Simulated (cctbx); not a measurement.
# Occupancies in SmMn2S4

Cell a = 11.1650 Å, b = 11.1650 Å, c = 11.1650 Å, α = 90.00°, β = 90.00°, γ = 90.00°; space group Fd-3m (no. 227, origin choice 1); nominal formula SmMn2S4.

The data are simulated with cctbx, not measured: synchrotron X-rays, λ = 0.4959 Å, to d = 0.8 Å, 50 % of the full sphere, strongest reflection 20000 counts, noise from counting, a 3 % proportional error and a noise floor of 15 counts (s.d.); no absorption, and some extinction, which the refinements don't model.

With every site full:

```text
Rint 0.031, 88 unique reflections to 0.81 A
cycle     R1     wR2    GooF  max shift (A)
   1  0.1415  0.2853  19.411   0.00085
   2  0.0518  0.1165   7.926   0.00002
final R1 0.0518 wR2 0.1165 GooF 7.926  parameters 6  data/parameter 14.7
atom        x        y        z      Ueq    occ   su(xyz)  su(Uiso or U11)
Sm1    0.00000  0.00000  0.50000   0.0132  1.000  0.00000  0.0009
Mn2    0.12500  0.12500  0.12500  -0.0028  1.000  0.00000  0.0010  NPD
S1     0.36165  0.13835  0.13835   0.0083  1.000  0.00031  0.0012
difference map: max 4.17 min -1.83 rms 0.50
Q1    0.1250  0.1250  0.1250   16    4.23  0.00 A from Mn2
Q2    0.1031  0.1031  0.8969   32    1.02  0.17 A from S1
Q3    0.0532  0.0532  0.9468   32    0.67  1.13 A from S1
Q4    0.9994  0.0603  0.1307  192    0.56  1.38 A from S1
Q5    0.0036  0.1227  0.1935  192    0.47  1.56 A from Mn2
Q6    0.0603  0.0603  0.5603   32    0.39  1.17 A from Sm1
```

With the occupancies of the suspect sites free, each still typed as its main element:

```text
Rint 0.031, 88 unique reflections to 0.81 A
cycle     R1     wR2    GooF  max shift (A)
   1  0.1214  0.2313  15.932   0.00071
  14  0.0115  0.0191   1.314   0.00001
final R1 0.0115 wR2 0.0190 GooF 1.310  parameters 8  data/parameter 11.0
atom        x        y        z      Ueq    occ   su(xyz)  su(Uiso or U11)
Sm1    0.00000  0.00000  0.50000   0.0108  0.876  0.00000  0.0002
Mn2    0.12500  0.12500  0.12500   0.0091  1.154  0.00000  0.0003
S1     0.36151  0.13849  0.13849   0.0128  1.000  0.00005  0.0004
su of occupancy Sm1: 0.007
su of occupancy Mn2: 0.009
difference map: max 0.36 min -0.86 rms 0.13
Q1    0.0523  0.0523  0.9477   32    0.37  1.14 A from S1
Q2    0.0703  0.0703  0.0703   32    0.34  1.06 A from Mn2
Q3    0.0019  0.0734  0.1329  192    0.24  1.36 A from S1
Q4    0.0304  0.1250  0.2196   96    0.21  1.49 A from Mn2
Q5    0.0000  0.0000  0.1146   48    0.19  1.76 A from S1
Q6    0.0391  0.0391  0.6566   96    0.17  1.85 A from Sm1
```

**Question.** What is the disorder?

X-rays count electrons. Sm1 refines to 0.876(0.007), or 54.3 electrons; the site truly holds 0.8 Sm and 0.2 Mn, 54.6 electrons, which is 0.881 of Sm; Mn2 refines to 1.154(0.009), or 28.8 electrons; the site truly holds 0.9 Mn and 0.1 Sm, 28.7 electrons, which is 1.148 of Mn. A value under 1 can't tell vacancies from a lighter guest, and one over 1 needs a heavier guest; chemistry or a second radiation must settle which. Occupancy correlates with U and the scale, and the two elements' form factors differ in shape, so the match is approximate.

Freeing them takes R1 from 0.0518 to 0.0115 and GooF from 7.93 to 1.31.

The model was made for the exercise: a known structure type with other elements put in, its volume estimated, not relaxed; displacement parameters are assumed.

[Middle refinement cycles are left out of these outputs.]

[Logs are printed without paths, hosts, clocks, repeated set-up lines and the standing remarks that a program may print on its own settings, such as how far it seeks lower states.]
